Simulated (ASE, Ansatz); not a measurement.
# Localised basis functions on twisted h-AlN/h-SiC alternating trilayer, 46.83° (114 atoms), part 2 of 2

Wanted: errors and times of a linear-scaling basis for twisted h-AlN/h-SiC alternating trilayer, 46.83° (114 atoms). A setting counts as converged where the r.m.s. difference of forces stays under 1 % of the r.m.s. force.

Ansatz 0.2.0; Kohn-Sham DFT, PBE+D3(BJ), PAW (set soft_2), plane waves.

The cell: 38 Al, 38 N, 19 Si and 19 C. Beside vacuum, support functions can miss their usual error bounds without a warning. Only the Γ point is sampled, in a cell whose shortest periodic width is 12 Å.

So far. Step 2 (Plane-wave single point): Electrostatic potential energy in the ca plane at fractional y = 0.034, with atoms of Al and N and Si and C within 0.2 Å of it. With pseudopotentials it is smooth inside the atoms' cores, unlike the true potential.

**3. Distances and neighbours**

These statistics describe the geometry on which the runs were made.

Normalised to the volume that the atoms fill. Pair distribution functions g(r), in bins of 0.2 Å:

| r (Å) | total | Al-Al | Al-N | Al-C | Al-Si | N-N | N-C |
| --- | --- | --- | --- | --- | --- | --- | --- |
| 1.70 | 2.63 | 0.00 | 8.20 | 0.00 | 0.00 | 0.00 | 0.00 |
| 1.90 | 1.73 | 0.00 | 4.88 | 0.00 | 0.00 | 0.00 | 0.00 |
| 2.10 | 0.00 | 0.00 | 0.00 | 0.00 | 0.00 | 0.00 | 0.00 |
| 2.30 | 0.00 | 0.00 | 0.00 | 0.00 | 0.00 | 0.00 | 0.00 |
| 2.50 | 0.00 | 0.00 | 0.00 | 0.00 | 0.00 | 0.00 | 0.00 |
| 2.70 | 0.00 | 0.00 | 0.00 | 0.00 | 0.00 | 0.00 | 0.00 |
| 2.90 | 0.00 | 0.00 | 0.00 | 0.00 | 0.00 | 0.00 | 0.00 |
| 3.10 | 2.96 | 8.64 | 0.00 | 0.15 | 0.15 | 8.65 | 0.15 |
| 3.30 | 0.56 | 0.00 | 0.00 | 1.42 | 1.09 | 0.00 | 1.10 |
| 3.50 | 1.18 | 0.00 | 1.94 | 1.07 | 1.23 | 0.00 | 1.23 |
| 3.70 | 0.90 | 0.00 | 1.32 | 0.93 | 1.29 | 0.00 | 1.29 |
| 3.90 | 0.43 | 0.00 | 0.00 | 1.27 | 0.65 | 0.00 | 0.70 |
| 4.10 | 0.56 | 0.00 | 0.00 | 1.05 | 1.56 | 0.00 | 1.52 |
| 4.30 | 0.38 | 0.00 | 0.00 | 1.19 | 0.48 | 0.00 | 0.48 |
| 4.50 | 0.54 | 0.00 | 0.00 | 0.68 | 1.75 | 0.00 | 1.75 |
| 4.70 | 1.52 | 0.00 | 3.71 | 0.93 | 0.32 | 0.00 | 0.32 |
| 4.90 | 0.39 | 0.00 | 0.00 | 0.60 | 1.17 | 0.00 | 1.16 |
| 5.10 | 0.40 | 0.00 | 0.00 | 1.08 | 0.68 | 0.00 | 0.68 |
| 5.30 | 1.01 | 1.81 | 0.00 | 0.92 | 0.80 | 1.97 | 0.88 |
| 5.50 | 0.60 | 1.08 | 0.00 | 0.44 | 0.72 | 0.93 | 0.64 |
| 5.70 | 0.34 | 0.00 | 0.00 | 1.03 | 0.55 | 0.00 | 0.56 |
| 5.90 | 0.37 | 0.00 | 0.00 | 0.65 | 1.01 | 0.00 | 1.01 |
| 6.10 | 0.24 | 0.04 | 0.00 | 0.49 | 0.48 | 0.06 | 0.48 |
| 6.30 | 1.10 | 2.48 | 0.00 | 0.91 | 0.53 | 2.46 | 0.52 |
| 6.50 | 1.09 | 0.00 | 2.46 | 0.48 | 0.98 | 0.00 | 0.98 |
| 6.70 | 0.35 | 0.00 | 0.52 | 0.69 | 0.40 | 0.00 | 0.40 |
| 6.90 | 0.33 | 0.00 | 0.00 | 0.64 | 0.85 | 0.00 | 0.84 |
| 7.10 | 0.80 | 1.68 | 0.56 | 0.46 | 0.60 | 1.68 | 0.60 |

Bonds by pair of elements; cutoffs follow the first minimum of g(r), held within bounds set by covalent radii, and pairs that aren't listed don't count as bonded:

| pair A-B | cutoff (Å) | bonds | mean length (Å) | spread (Å) | shortest (Å) | B about A | A about B |
| --- | --- | --- | --- | --- | --- | --- | --- |
| Al-N | 2.25 | 114 | 1.80 | 0.014 | 1.76 | 3 | 3 |
| C-Si | 2.23 | 57 | 1.80 | 0.012 | 1.78 | 3 | 3 |

How many atoms have how many bonded neighbours:

| element | mean | 3 |
| --- | --- | --- |
| Al | 3 | 38 |
| C | 3 | 19 |
| N | 3 | 38 |
| Si | 3 | 19 |

Bond angles, per cent of each kind in bins of 5°:

| angle (°) | N-Al-N | Al-N-Al | C-Si-C | Si-C-Si |
| --- | --- | --- | --- | --- |
| 115–120 | 43.9 | 53.5 | 47.4 | 50.9 |
| 120–125 | 56.1 | 46.5 | 52.6 | 49.1 |

Bond angles (no mean is given where the spread exceeds 20°):

| angle | count | mean (°) | spread (°) |
| --- | --- | --- | --- |
| N-Al-N | 114 | 120 | 0.7 |
| Al-N-Al | 114 | 120 | 0.7 |
| C-Si-C | 57 | 120 | 0.7 |
| Si-C-Si | 57 | 120 | 0.6 |

By these cutoffs all Al atoms have 3, all C atoms have 3, all N atoms have 3 and all Si atoms have 3 bonded neighbours. The N-Al-N angle averages 120° with a spread of 0.7°.

The surroundings of Al17, which bears the longest force, nearest first, numbered as they follow in the input and with coordinates relative to it.

| atom | x | y | z | distance (Å) | bonds | Löwdin charge (e) | Fx | Fy | Fz (eV/Å) |
| --- | --- | --- | --- | --- | --- | --- | --- | --- | --- |
| Al17 | 0.00 | 0.00 | 0.00 | 0.00 | 3 | 1.14 | -0.83 | 1.04 | 0.05 |
| N18 | 1.04 | -1.42 | -0.01 | 1.76 | 3 | -1.09 | 0.29 | -0.62 | -0.21 |
| N12 | -1.81 | -0.19 | -0.01 | 1.82 | 3 | -1.07 | 0.33 | -0.26 | -0.17 |
| N20 | 0.71 | 1.68 | 0.00 | 1.82 | 3 | -1.09 | 0.07 | -0.78 | -0.16 |
| Al25 | 2.83 | -1.24 | -0.01 | 3.09 | 3 | 1.15 | 0.20 | 0.29 | 0.18 |
| Al27 | 2.48 | 1.86 | -0.01 | 3.10 | 3 | 1.16 | -0.08 | 0.17 | 0.34 |
| Al15 | 0.36 | -3.08 | -0.01 | 3.10 | 3 | 1.15 | -0.55 | 0.12 | 0.01 |
| Al19 | -0.36 | 3.09 | 0.00 | 3.12 | 3 | 1.15 | -0.19 | 0.26 | 0.02 |
| Al9 | -2.51 | -1.86 | 0.00 | 3.12 | 3 | 1.13 | 0.02 | 0.35 | -0.07 |
| Al11 | -2.89 | 1.24 | 0.01 | 3.14 | 3 | 1.14 | 0.47 | 0.38 | -0.12 |
| Si53 | 0.35 | -0.61 | 3.15 | 3.23 | 3 | 1.07 | -0.41 | -0.32 | 0.05 |
| C54 | -0.37 | 1.05 | 3.15 | 3.34 | 3 | -0.95 | -0.49 | -0.59 | 0.05 |

The column of bonds counts only the pairs Al-N within 2.25 Å, C-Si within 2.23 Å; other neighbours, such as metal atoms beside each other in a compound, aren't counted, and periodic images can show an atom twice.

**4. Support functions medium**

The cell is solved in localised support functions.

This step: Kohn-Sham DFT, PBE+D3(BJ), PAW (set soft_2), localised support functions (medium) (Ansatz 0.2.0).

input.yaml

```yaml
crystal:
  lattice:
    - [13.578, 0.0, 0.0]
    - [-6.789, 11.75889, 0.0]
    - [0.0, 0.0, 20.35]
  atoms:
    [... the 114 atom lines of step 2 ...]
kpoints:
  mp_grid: { grid: [1, 1, 1] }
hamiltonian:
  xc: pbe
  dispersion: d3bj
scf:
  occupations: { method: fixed }
  eigensolver: { kind: { support_functions: { accuracy: medium } } }
  mixing: { beta: 0.4 }
  max_iter: 150
output:
  forces: true
  eigenvalues: true
```

Started as:

```bash
ansatz run input.yaml --threads 8 --pin off --max-ram 15872MiB --backend cpu --events-out ev --progress --plain --runs-dir out
```

Numbers of over 12 decimals in the logs are rounded to 6 here.

Log:

```text
Warning: scf.eigensolver.kind.support_functions: disabling space-group detection — the functions' gradient is summed over unrotated k-points, so no spatial operation reduces the k-mesh or symmetrises the density; time reversal is kept, so that k and −k are solved as one point where they differ and the mesh holds both, and exact exchange and, on two spinor components, a DFT+U term hold to it where the run has them: [...]
settings of this run that can trade accuracy for cost: scf.eigensolver.kind.support_functions [...]
[...]
Crystal: 114 atoms, lattice volume = 3249.126 Å³
Basis set: ecut = 420 eV, 63501 PW (Γ), exchange–correlation on 192×192×288 points (8 copies of the dense FFT grid, shifted against one another)
Bands: 274, of which v1, the nominal top of the filled ones, is band 228 counted from 1 (227 counted from 0)
Symmetry: 1 space group operations
k-points: 1
[...]
SCF iter   1: F=—  HF=-52048.008943 eV  |F-HF|=—  |Δ(HF+E_count)|=         —  Δρ=1.14e-1  dr2=5.60e2  ethr=1.00e-1
[...]
SCF iter  13: F=—  HF=-51938.142575 eV  |F-HF|=—  |Δ(HF+E_count)|=   8.53e-4  Δρ=9.34e-6  dr2=2.29e-6  ethr=4.02e-9  κ⁻¹=1.8e-6(r=7)
SCF iter  14: F=-51938.142577 eV  HF=-51938.142577 eV  |F-HF|=1.98e-7  |Δ(HF+E_count)|=   1.93e-6  Δρ=3.76e-6  dr2=9.42e-7  ethr=5.02e-10
SCF 1 converged in 14 iterations: F = -51938.152963 eV  dr2 = 9.42e-7
[...]
SCF converged after 14 iterations
Stability not checked: this state was not tested for a lower state beside it, because the mixer in use, unlike msr1, does not test its closes by its own steps (another_mixer; see scf.mixing.algorithm and scf.lower_state_search)
Free energy (F): -51938.152963 eV
[...]
Internal energy: -51938.152963 eV  (E = F + TS)
E sigma→0 (E₀):  -51938.152963 eV
Fermi energy:    -0.020380 eV
[...]
Σ components = -51938.152963   (vs F -51938.152963, Δ=0.00e0)
--- Forces (eV/Å), atoms counted from 1 ---
  atom   1  Al     0.19973523    -0.08492355     0.07396114
  atom   2  N     -0.22671278    -0.65343511    -0.23918428
  atom   3  Al     0.19616151     0.24333845     0.15951638
  atom   4  N      0.04400404    -0.50181825    -0.16445723
[...]
atom 114  N     -0.09730077     0.21674463     0.18399506
  max |Σ_I F_I| component: 3.37e-3 eV/Å
--- Band table (eV) ---
[...]
```

The job ended after 97 s (8 threads of Arm Neoverse V2, shared host; peak memory 6 GiB; 13 min of CPU time).

The program notes that the band table was not solved further than the SCF left it and it switched symmetry off.

Keys that differ from the reference: support_functions.accuracy = "medium", scf.max_iter = 150 and scf.mixing.beta = 0.4.

Forces differ from the reference by 0.29 meV/Å r.m.s., 0.085 % of their size, well within a tolerance of 1 %; the energy by -2.6 meV/atom. It took 97 s and 14 cycles; the reference's time can't be set against it, since the two runs asked for unlike analyses.

**5. What each setting buys**

Each row is set against the plane-wave reference (Kohn-Sham DFT, PBE+D3(BJ), PAW (set soft_2), plane waves; r.m.s. force component 0.342 eV/Å). Energies are set beside the reference only for runs with its functional, potentials and electron count. Times are for 8 threads of Arm Neoverse V2, shared host. The reference's time includes the DOS and grids, which some other runs skip.

| run | Δ force, r.m.s. (meV/Å) | share of r.m.s. force (%) | Δ energy (meV/atom) | Δ gap (eV) | cycles | time | host memory (GiB) |
| --- | --- | --- | --- | --- | --- | --- | --- |
| reference | - | - | - | - | 9 | 21 s | 3.6 |
| support functions medium | 0.291 | 0.0851 | -2.57 | 0 | 14 | 97 s | 6.0 |

**6. What came out**

```yaml
free_energy_per_atom: -455.5953 eV/atom
r_m_s_force_component: 0.3421 eV/Å
spacing_of_highest_filled_and_lowest_empty_level: 1.972 eV
potential_in_mid_vacuum_over_the_fermi_level: 4.848 eV
wall_time_of_the_2_dft_runs: 2 min
```

Against plane waves at 420 eV, the forces differ by 0.29 meV/Å (0.085 %) with support functions medium. At 114 atoms the run with support functions medium takes roughly 4.5 times the time of plane waves (whose run also made extra analyses, so the like-for-like ratio is larger), in 14 SCF cycles against 9. Differences between support functions and plane waves include what basis error the plane-wave run still has.

The highest filled and lowest empty levels differ by 1.97 eV at Γ alone; the mesh holds the band edges only if they fold onto it, so the gap at this level can be narrower or closed, while semilocal functionals tend to narrow gaps against experiment. The potential stands 4.84 eV above the highest filled level over the upper face and 4.85 eV under the lower one, a reading of the ionisation potential at this level on the run's k-points. With the cutoffs above, all Al atoms have 3, all C atoms have 3, all N atoms have 3 and all Si atoms have 3 bonded neighbours.

Caveats: The geometry was built by rule, was displaced at random and isn't relaxed at this level: its force components are 0.34 eV/Å r.m.s.

[Logs are printed without paths, hosts, clocks, repeated set-up lines and the standing remarks that a program may print on its own settings, such as how far it seeks lower states.]

[Hosts, paths, dates, database ids (printed as entryN), source tags and the programs' standing remarks are cut or masked in the printed files.]
